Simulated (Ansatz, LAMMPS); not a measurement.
# Na+ TFSI- in gamma-butyrolactone and tetrahydrofuran, from a frame at 400 K (107 atoms): geometry optimisation, part 2 of 4

How does Na+ TFSI- in gamma-butyrolactone and tetrahydrofuran, from a frame at 400 K (107 atoms) relax, and what do bonds, charges and levels look like afterwards?

Ansatz 0.2.0; Kohn-Sham DFT, r2SCAN+D4, PAW (set soft_2), plane waves.

The cell: 2 N, 4 S, 17 O, 28 C, 12 F, 42 H and 2 Na. The network of contacts between molecules at the start is that of the classical potential that made the cell. The density was typed from a rule of thumb and may lie off the real one at this temperature. The Brillouin zone is sampled at Γ only, in a cell whose shortest periodic width is 11 Å.

So far. Step 3 (Single point at the start): The r.m.s. force component of 1.2 eV/Å and the pressure of 1.7 GPa set the starting point.

## Step 4: Relaxation

With the cell held, the atoms are moved downhill towards a nearby minimum.

The input, input.yaml:

```yaml
crystal:
  lattice:
    - [10.90761, 0.0, 0.0]
    - [0.0, 10.90761, 0.0]
    - [0.0, 0.0, 10.90761]
  atoms:
    [... the 107 atom lines of step 3 ...]
kpoints:
  mp_grid: { grid: [1, 1, 1] }
hamiltonian:
  xc: r2scan
  dispersion: d4
scf:
  occupations: { method: fixed }
output:
  forces: true
relax:
  f_tol: 0.05
  max_steps: 200
```

Command:

```sh
$ ansatz run input.yaml --threads 4 --pin off --max-ram 8192MiB --backend cpu --events-out ev --progress --plain --runs-dir out
```

Numbers of over 12 decimals in the logs are rounded to 6 here.

The log of the run:

```text
[...]
Crystal: 107 atoms, lattice volume = 1297.743 Å³
Basis set: ecut = 500 eV, 32987 PW (Γ), exchange–correlation on 320×320×320 points (64 copies of the dense FFT grid, shifted against one another)
Bands: 303, of which v1, the nominal top of the filled ones, is band 196 counted from 1 (195 counted from 0)
Symmetry: 1 space group operations
[...]
k-points: 1
[...]
SCF iter   1: F=—  HF=-34455.685158 eV  |F-HF|=—  |Δ(HF+E_count)|=         —  Δρ=1.08e-2  dr2=1.87e0  dr2_τ=9.61e0  ethr=1.77e-3  ⟨swp⟩=5.0  Hψ=1054  notcnv=0  defer=103
[...]
SCF iter   3: F=—  HF=-34455.011926 eV  |F-HF|=—  |Δ(HF+E_count)|=   4.46e-2  Δρ=2.39e-3  dr2=9.18e-2  dr2_τ=4.82e-3  ethr=7.44e-5  ⟨swp⟩=2.0  Hψ=371  notcnv=0  defer=56
automatic band count: iteration 3 solves 254 bands in place of 303: the levels show a gap, and the empty bands left out lie too high to hold charge; the band table lists the bands solved (type scf.n_extra_bands for more)
SCF iter   4: F=—  HF=-34454.996883 eV  |F-HF|=—  |Δ(HF+E_count)|=   1.50e-2  Δρ=1.10e-3  dr2=1.76e-2  dr2_τ=2.10e-3  ethr=2.34e-5  ⟨swp⟩=3.0  Hψ=435  notcnv=0  defer=56
[...]
SCF iter   8: F=-34454.998037 eV  HF=-34454.998027 eV  |F-HF|=9.92e-6  |Δ(HF+E_count)|=   4.40e-5  Δρ=2.65e-5  dr2=8.93e-6  dr2_τ=1.09e-6  ethr=1.12e-8  ⟨swp⟩=4.0  Hψ=791  notcnv=0
[...]
SCF 1 converged in 8 iterations: F = -34454.998037 eV  dr2 = 8.93e-6
[...]
relax step   1: F+E_penalty+E_count = -34454.99803660 eV  Δ(F+E_penalty+E_count) = +0.000e0 eV  max|allowed force component| = 6.313e0 eV/Å  Δτ_max = 0.0000 Å  (8 SCF iters, dr2 threshold 6.25e-5 eV, accepted)
[... from here on, the SCF cycles and remarks between the steps are left out ...]
relax step   2: F+E_penalty+E_count = -34459.83760143 eV  Δ(F+E_penalty+E_count) = -4.840e0 eV  max|allowed force component| = 3.420e0 eV/Å  Δτ_max = 0.1922 Å  (8 SCF iters, dr2 threshold 1.00e-4 eV, accepted)
relax step   3: F+E_penalty+E_count = -34461.19405642 eV  Δ(F+E_penalty+E_count) = -1.356e0 eV  max|allowed force component| = 1.254e0 eV/Å  Δτ_max = 0.1934 Å  (7 SCF iters, dr2 threshold 1.00e-4 eV, accepted)
relax step   4: F+E_penalty+E_count = -34461.56144682 eV  Δ(F+E_penalty+E_count) = -3.674e-1 eV  max|allowed force component| = 1.205e0 eV/Å  Δτ_max = 0.1936 Å  (7 SCF iters, dr2 threshold 1.00e-4 eV, accepted)
relax step   5: F+E_penalty+E_count = -34461.80224738 eV  Δ(F+E_penalty+E_count) = -2.408e-1 eV  max|allowed force component| = 4.179e-1 eV/Å  Δτ_max = 0.1947 Å  (7 SCF iters, dr2 threshold 1.00e-4 eV, accepted)
relax step   6: F+E_penalty+E_count = -34461.95853803 eV  Δ(F+E_penalty+E_count) = -1.563e-1 eV  max|allowed force component| = 2.970e-1 eV/Å  Δτ_max = 0.1925 Å  (7 SCF iters, dr2 threshold 2.10e-5 eV, accepted)
relax step   7: F+E_penalty+E_count = -34462.08193419 eV  Δ(F+E_penalty+E_count) = -1.234e-1 eV  max|allowed force component| = 2.877e-1 eV/Å  Δτ_max = 0.1948 Å  (8 SCF iters, dr2 threshold 1.06e-5 eV, accepted)
relax step   8: F+E_penalty+E_count = -34462.16785084 eV  Δ(F+E_penalty+E_count) = -8.592e-2 eV  max|allowed force component| = 4.324e-1 eV/Å  Δτ_max = 0.1948 Å  (7 SCF iters, dr2 threshold 4.18e-5 eV, accepted)
relax step   9: F+E_penalty+E_count = -34462.23241332 eV  Δ(F+E_penalty+E_count) = -6.456e-2 eV  max|allowed force component| = 3.189e-1 eV/Å  Δτ_max = 0.1949 Å  (7 SCF iters, dr2 threshold 1.00e-4 eV, accepted)
relax step  10: F+E_penalty+E_count = -34462.26887385 eV  Δ(F+E_penalty+E_count) = -3.646e-2 eV  max|allowed force component| = 5.146e-1 eV/Å  Δτ_max = 0.1741 Å  (7 SCF iters, dr2 threshold 5.53e-5 eV, accepted)
relax step  11: F+E_penalty+E_count = -34462.30347476 eV  Δ(F+E_penalty+E_count) = -3.460e-2 eV  max|allowed force component| = 5.088e-1 eV/Å  Δτ_max = 0.1377 Å  (7 SCF iters, dr2 threshold 1.00e-4 eV, accepted)
relax step  12: F+E_penalty+E_count = -34462.34596819 eV  Δ(F+E_penalty+E_count) = -4.249e-2 eV  max|allowed force component| = 3.423e-1 eV/Å  Δτ_max = 0.1908 Å  (7 SCF iters, dr2 threshold 1.00e-4 eV, accepted)
relax step  13: F+E_penalty+E_count = -34462.38146607 eV  Δ(F+E_penalty+E_count) = -3.550e-2 eV  max|allowed force component| = 2.509e-1 eV/Å  Δτ_max = 0.1936 Å  (7 SCF iters, dr2 threshold 5.30e-5 eV, accepted)
relax step  14: F+E_penalty+E_count = -34462.41503133 eV  Δ(F+E_penalty+E_count) = -3.357e-2 eV  max|allowed force component| = 2.227e-1 eV/Å  Δτ_max = 0.1914 Å  (7 SCF iters, dr2 threshold 2.85e-5 eV, accepted)
relax step  15: F+E_penalty+E_count = -34462.44235068 eV  Δ(F+E_penalty+E_count) = -2.732e-2 eV  max|allowed force component| = 2.880e-1 eV/Å  Δτ_max = 0.1919 Å  (7 SCF iters, dr2 threshold 2.66e-5 eV, accepted)
relax step  16: F+E_penalty+E_count = -34462.46582417 eV  Δ(F+E_penalty+E_count) = -2.347e-2 eV  max|allowed force component| = 3.051e-1 eV/Å  Δτ_max = 0.1909 Å  (6 SCF iters, dr2 threshold 6.53e-5 eV, accepted)
[...]
relax step  21: F+E_penalty+E_count = -34462.53981540 eV  Δ(F+E_penalty+E_count) = -1.164e-2 eV  max|allowed force component| = 1.520e-1 eV/Å  Δτ_max = 0.1952 Å  (7 SCF iters, dr2 threshold 7.41e-6 eV, accepted)
relax step  22: F+E_penalty+E_count = -34462.54713265 eV  Δ(F+E_penalty+E_count) = -7.317e-3 eV  max|allowed force component| = 2.210e-1 eV/Å  Δτ_max = 0.1482 Å  (7 SCF iters, dr2 threshold 5.79e-6 eV, accepted)
relax step  23: F+E_penalty+E_count = -34462.55488027 eV  Δ(F+E_penalty+E_count) = -7.748e-3 eV  max|allowed force component| = 2.211e-1 eV/Å  Δτ_max = 0.0737 Å  (5 SCF iters, dr2 threshold 3.82e-5 eV, accepted)
relax step  24: F+E_penalty+E_count = -34462.56607557 eV  Δ(F+E_penalty+E_count) = -1.120e-2 eV  max|allowed force component| = 1.844e-1 eV/Å  Δτ_max = 0.1550 Å  (6 SCF iters, dr2 threshold 4.89e-5 eV, accepted)
[...]
relax step  29: F+E_penalty+E_count = -34462.59394611 eV  Δ(F+E_penalty+E_count) = -3.393e-3 eV  max|allowed force component| = 2.683e-1 eV/Å  Δτ_max = 0.1979 Å  (10 SCF iters, accepted)
[...]
relax step  32: F+E_penalty+E_count = -34462.61910134 eV  Δ(F+E_penalty+E_count) = -1.229e-2 eV  max|allowed force component| = 1.399e-1 eV/Å  Δτ_max = 0.1989 Å  (10 SCF iters, accepted)
[...]
relax step  37: F+E_penalty+E_count = -34462.65130314 eV  Δ(F+E_penalty+E_count) = -4.014e-3 eV  max|allowed force component| = 1.759e-1 eV/Å  Δτ_max = 0.1919 Å  (10 SCF iters, accepted)
[...]
relax step  40: F+E_penalty+E_count = -34462.66889828 eV  Δ(F+E_penalty+E_count) = -6.708e-3 eV  max|allowed force component| = 9.958e-2 eV/Å  Δτ_max = 0.1993 Å  (9 SCF iters, accepted)
[...]
relax step  43: F+E_penalty+E_count = -34462.67583420 eV  Δ(F+E_penalty+E_count) = -2.300e-3 eV  max|allowed force component| = 3.742e-2 eV/Å  Δτ_max = 0.0276 Å  (8 SCF iters, accepted)
relax step  44: F+E_penalty+E_count = -34462.67778520 eV  Δ(F+E_penalty+E_count) = -1.951e-3 eV  max|allowed force component| = 5.016e-2 eV/Å  Δτ_max = 0.0586 Å  (9 SCF iters, accepted)
relax step  45: F+E_penalty+E_count = -34462.68020123 eV  Δ(F+E_penalty+E_count) = -2.416e-3 eV  max|allowed force component| = 5.652e-2 eV/Å  Δτ_max = 0.1006 Å  (10 SCF iters, accepted)
[...]
relax step  51: F+E_penalty+E_count = -34462.69802411 eV  Δ(F+E_penalty+E_count) = -3.594e-3 eV  max|allowed force component| = 3.760e-1 eV/Å  Δτ_max = 0.0857 Å  (6 SCF iters, dr2 threshold 1.00e-4 eV, accepted)
relax step  52: F+E_penalty+E_count = -34462.70164731 eV  Δ(F+E_penalty+E_count) = -3.623e-3 eV  max|allowed force component| = 3.235e-1 eV/Å  Δτ_max = 0.0486 Å  (5 SCF iters, dr2 threshold 1.00e-4 eV, accepted)
relax step  53: F+E_penalty+E_count = -34462.70633286 eV  Δ(F+E_penalty+E_count) = -4.686e-3 eV  max|allowed force component| = 2.114e-1 eV/Å  Δτ_max = 0.0760 Å  (6 SCF iters, dr2 threshold 7.75e-5 eV, accepted)
relax step  54: F+E_penalty+E_count = -34462.70988684 eV  Δ(F+E_penalty+E_count) = -3.554e-3 eV  max|allowed force component| = 1.208e-1 eV/Å  Δτ_max = 0.1000 Å  (7 SCF iters, dr2 threshold 1.91e-5 eV, accepted)
relax step  55: F+E_penalty+E_count = -34462.71181467 eV  Δ(F+E_penalty+E_count) = -1.928e-3 eV  max|allowed force component| = 1.220e-1 eV/Å  Δτ_max = 0.0910 Å  (7 SCF iters, dr2 threshold 4.77e-6 eV, accepted)
relax step  56: F+E_penalty+E_count = -34462.71306476 eV  Δ(F+E_penalty+E_count) = -1.250e-3 eV  max|allowed force component| = 9.028e-2 eV/Å  Δτ_max = 0.0551 Å  (7 SCF iters, dr2 threshold 4.86e-6 eV, accepted)
relax step  57: F+E_penalty+E_count = -34462.71411551 eV  Δ(F+E_penalty+E_count) = -1.051e-3 eV  max|allowed force component| = 8.519e-2 eV/Å  Δτ_max = 0.0445 Å  (7 SCF iters, dr2 threshold 4.46e-6 eV, accepted)
relax step  58: F+E_penalty+E_count = -34462.71484088 eV  Δ(F+E_penalty+E_count) = -7.254e-4 eV  max|allowed force component| = 5.657e-2 eV/Å  Δτ_max = 0.0231 Å  (6 SCF iters, dr2 threshold 3.97e-6 eV, accepted)
relax step  59: F+E_penalty+E_count = -34462.71577652 eV  Δ(F+E_penalty+E_count) = -9.356e-4 eV  max|allowed force component| = 3.588e-2 eV/Å  Δτ_max = 0.0554 Å  (9 SCF iters, accepted)
[...]
SCF iter   2: F=-34462.715777 eV  HF=-34462.715777 eV  |F-HF|=1.44e-8  |Δ(HF+E_count)|=   1.47e-8  Δρ=5.88e-7  dr2=6.32e-9  dr2_τ=8.90e-10  ethr=6.68e-12  ⟨swp⟩=4.0  Hψ=774  notcnv=0
SCF 60 converged in 2 iterations: F = -34462.715777 eV  dr2 = 6.32e-9
SCF converged after 2 iterations
Free energy (F): -34462.715777 eV
[...]
Internal energy: -34462.715777 eV  (E = F + TS)
E sigma→0 (E₀):  -34462.715777 eV
Fermi energy:    -0.501044 eV
[...]
--- Forces (eV/Å), atoms counted from 1 ---
  atom   1  N     -0.00076850     0.03282032    -0.00729970
  atom   2  S     -0.01672986    -0.03589178    -0.00377185
  atom   3  O     -0.00593634     0.01104187     0.01376378
  atom   4  O     -0.00094823     0.00469966    -0.00868458
  atom   5  C     -0.02709395     0.01095548     0.00744810
  atom   6  F      0.02010614     0.00984862     0.01210372
  atom   7  F      0.01518477    -0.00693849     0.00734149
  atom   8  F      0.01509951    -0.02036046    -0.02337454
  atom   9  S     -0.00753932    -0.01485394    -0.00383778
  atom  10  O      0.00247650     0.00044014    -0.00704233
  atom  11  O      0.00786987     0.00233413     0.01074090
  atom  12  C     -0.00497900    -0.00218558     0.00526434
  atom  13  F     -0.00144381    -0.00067783     0.00186256
  atom  14  F      0.00259457     0.00392025    -0.00847020
[...]
atom 106  Na    -0.00048925     0.00176563     0.00079410
  atom 107  Na    -0.00023290     0.00068283     0.00272684
  max |Σ_I F_I| component: 9.14e-5 eV/Å
--- Relaxed structure (59 steps of the walk, 59 accepted, 0 SCFs on fresh bases) ---
  F+E_penalty+E_count = -34462.71577652 eV   max|allowed force component| = 3.588e-2 eV/Å
  atoms:
    - { symbol: N, position: [0.183176, 0.050336, 0.263809] }
    - { symbol: S, position: [0.181108, 0.165916, 0.175870] }
    - { symbol: O, position: [0.212293, 0.145122, 0.049636] }
    - { symbol: O, position: [0.238380, 0.266146, 0.239201] }
[...]
- { symbol: Na, position: [0.341536, 0.439123, 0.301466] }
```

Run time: 12 min. Hardware: 4 threads of Intel Xeon 6975P-C (Granite Rapids), shared host; peak memory 3.1 GiB; 46 min of CPU time.

Relaxation path (22 of 59):

```
step  energy less that of the first step (eV)  largest force component (eV/Å)
   1                                   0.0000                          6.3126
   4                                  -6.5634                          1.2048
   7                                  -7.0839                          0.2877
   9                                  -7.2344                          0.3189
  12                                  -7.3479                          0.3423
  15                                  -7.4443                          0.2880
  18                                  -7.5004                          0.4382
  20                                  -7.5301                          0.1720
  23                                  -7.5568                          0.2211
  26                                  -7.5795                          0.1607
  29                                  -7.5959                          0.2683
  31                                  -7.6088                          0.0837
  34                                  -7.6336                          0.1535
  37                                  -7.6533                          0.1759
  40                                  -7.6709                          0.0996
  42                                  -7.6755                          0.0703
  45                                  -7.6822                          0.0565
  48                                  -7.6889                          0.2505
  51                                  -7.7000                          0.3760
  53                                  -7.7083                          0.2114
  56                                  -7.7150                          0.0903
  59                                  -7.7177                          0.0359
```

The atoms that moved most (Å):

```
atom      dx      dy      dz  length
 H81   2.465   2.335   0.590   3.446
 H80   1.653   2.416  -1.434   3.260
H104   2.380   0.344   0.137   2.409
H103   1.315  -1.946  -0.393   2.382
 C74   1.519   1.781  -0.155   2.346
 H91   1.291   0.936  -1.240   2.020
 H93  -0.042   0.702  -1.856   1.985
 H76  -0.997  -0.084  -1.687   1.961
```

The relaxation changed the energy by -72.1 meV/atom, and atoms moved by 1.2 Å r.m.s., 3.4 Å at most.

## Step 5: Distances and neighbours after relaxation

Bonds before and after, by the cutoffs listed below:

```
pair  bonds before  bonds after  mean before (Å)  mean after (Å)  spread before (Å)  spread after (Å)
 H-C            42           42            1.088           1.091              0.028             0.003
 C-C            18           18            1.494           1.521              0.034             0.008
 C-O            15           15            1.362           1.378              0.081             0.093
 C-F            12           12            1.360           1.335              0.040             0.004
 C-S             4            4            1.784           1.855              0.040             0.002
 O-S             8            8            1.454           1.440              0.022             0.006
O-Na            11           11            2.482           2.374              0.185             0.085
 S-N             4            4            1.596           1.575              0.038             0.006
```

Density 1.38 g/cm³, 12.13 Å³ an atom.

Pair distribution functions g(r), in bins of 0.2 Å:

```
r (Å)  total   H-H    H-C   H-O   H-F   H-S   H-N
 1.00   3.28  0.00  15.95  0.00  0.00  0.00  0.00
 1.20   0.18  0.00   0.00  0.00  0.00  0.00  0.00
 1.40   1.56  0.00   0.00  0.00  0.00  0.00  0.00
 1.60   0.81  0.00   0.00  0.00  0.00  0.00  0.00
 1.80   0.70  3.90   0.00  0.00  0.00  0.00  0.00
 2.00   0.40  0.00   0.10  3.03  0.00  0.00  0.00
 2.20   1.60  0.00   6.00  0.00  0.00  0.00  0.00
 2.40   1.33  3.29   0.00  0.61  0.35  0.00  0.00
 2.60   0.69  1.04   0.00  0.22  1.32  0.00  0.00
 2.80   1.00  1.88   1.11  2.39  1.18  0.00  0.74
 3.00   1.00  1.67   1.05  0.88  1.50  0.00  0.69
 3.20   0.85  0.63   1.15  1.19  0.89  0.00  0.61
 3.40   0.96  0.80   1.29  0.51  0.80  0.54  0.54
 3.60   0.78  0.94   0.78  0.28  0.72  1.88  0.49
 3.80   0.84  0.96   0.85  0.75  0.85  0.86  0.41
 4.00   0.87  0.70   0.85  0.90  1.09  0.96  0.37
 4.20   0.89  1.16   0.54  0.82  1.46  0.70  0.34
 4.40   0.97  0.79   0.89  1.04  1.17  0.33  0.96
 4.60   1.01  0.75   0.87  0.92  1.55  1.17  0.57
 4.80   0.99  0.97   0.89  0.84  1.32  0.94  1.33
 5.00   0.96  0.92   0.87  1.01  1.23  0.73  0.50
 5.20   1.12  1.12   1.17  1.17  0.77  1.47  1.60
 5.40   1.04  1.12   0.96  0.88  0.91  2.00  1.46
```

Bonds by pair of elements; cutoffs follow the first minimum of g(r), held within bounds set by covalent radii, and pairs that aren't listed don't count as bonded:

```
pair A-B  cutoff (Å)  bonds  mean length (Å)  spread (Å)  shortest (Å)  B about A  A about B
     H-C        1.34     42             1.09       0.003          1.08          1        1.5
     C-C        1.85     18             1.52       0.008          1.50       1.29       1.29
     C-O        1.73     15             1.38       0.093          1.21      0.536      0.882
     C-F        1.62     12             1.33       0.004          1.33      0.429          1
     C-S        2.21      4             1.85       0.002          1.85      0.143          1
     O-S        1.88      8             1.44       0.006          1.43      0.471          2
    O-Na        2.98     11             2.37       0.085          2.27      0.647        5.5
     S-N        1.98      4             1.57       0.006          1.57          1          2
```

How many atoms have how many bonded neighbours:

```
element  mean   1  2  3   4  5  6
      C  3.89   0  0  3  25  0  0
      F     1  12  0  0   0  0  0
      H     1  42  0  0   0  0  0
      N     2   0  2  0   0  0  0
     Na   5.5   0  0  0   0  1  1
      O     2   4  9  4   0  0  0
      S     4   0  0  0   4  0  0
```

Bond angles, per cent of each kind in bins of 5°:

```
angle (°)  C-C-H  O-Na-O  H-C-H  H-C-O  C-C-O
    75–80    0.0    12.0    0.0    0.0    0.0
    80–85    0.0     4.0    0.0    0.0    0.0
    85–90    0.0    16.0    0.0    0.0    0.0
    90–95    0.0    32.0    0.0    0.0    0.0
   95–100    0.0     4.0    0.0    0.0    0.0
  100–105    0.0     4.0    0.0    0.0    6.7
  105–110    7.6     4.0   90.5  100.0   53.3
  110–115   87.9     0.0    9.5    0.0   20.0
  115–120    4.5     0.0    0.0    0.0    0.0
  120–125    0.0     0.0    0.0    0.0    0.0
  125–130    0.0     0.0    0.0    0.0   20.0
  130–135    0.0     4.0    0.0    0.0    0.0
  135–140    0.0     0.0    0.0    0.0    0.0
  140–145    0.0     0.0    0.0    0.0    0.0
  145–150    0.0     4.0    0.0    0.0    0.0
  150–155    0.0     0.0    0.0    0.0    0.0
  155–160    0.0     4.0    0.0    0.0    0.0
  160–165    0.0     4.0    0.0    0.0    0.0
  165–170    0.0     0.0    0.0    0.0    0.0
  170–175    0.0     8.0    0.0    0.0    0.0
```

Bond angles (no mean is given where the spread exceeds 20°):

```
 angle  count  mean (°)  spread (°)
 C-C-H     66       112         1.9
O-Na-O     25         -           -
 H-C-H     21       109         0.7
 H-C-O     18       108         0.8
 C-C-O     15       111         8.8
```

Bond length by coordination (bonds to H left out):

```
element  coordination  atoms  mean bond length (Å)
      C             3      3                  1.35
      C             4     25                  1.50
     Na             5      1                  2.34
     Na             6      1                   2.4
      O             1      4                  1.44
      O             2      9                  1.65
      O             3      4                  1.91
```

Rings of the network by King's shortest-path rule, up to 12 atoms, one path for each pair of neighbours; H, halogens, alkali and alkaline-earth atoms are left out, and the last column divides by all other atoms, bonded or not:

```
ring size (atoms)  rings  per network atom
                5      6             0.118
```

With the cutoffs above, 89 % of C atoms have 4, all F atoms have 1, all H atoms have 1 and all N atoms have 2 bonded neighbours. The C-C-H angle averages 112° with a spread of 1.9°. All rings counted have 5 atoms.

[end of part 2 of 4]

[Logs are printed without paths, hosts, clocks, repeated set-up lines and the standing remarks that a program may print on its own settings, such as how far it seeks lower states.]

[Hosts, paths, dates, database ids (printed as entryN), source tags and the programs' standing remarks are cut or masked in the printed files.]
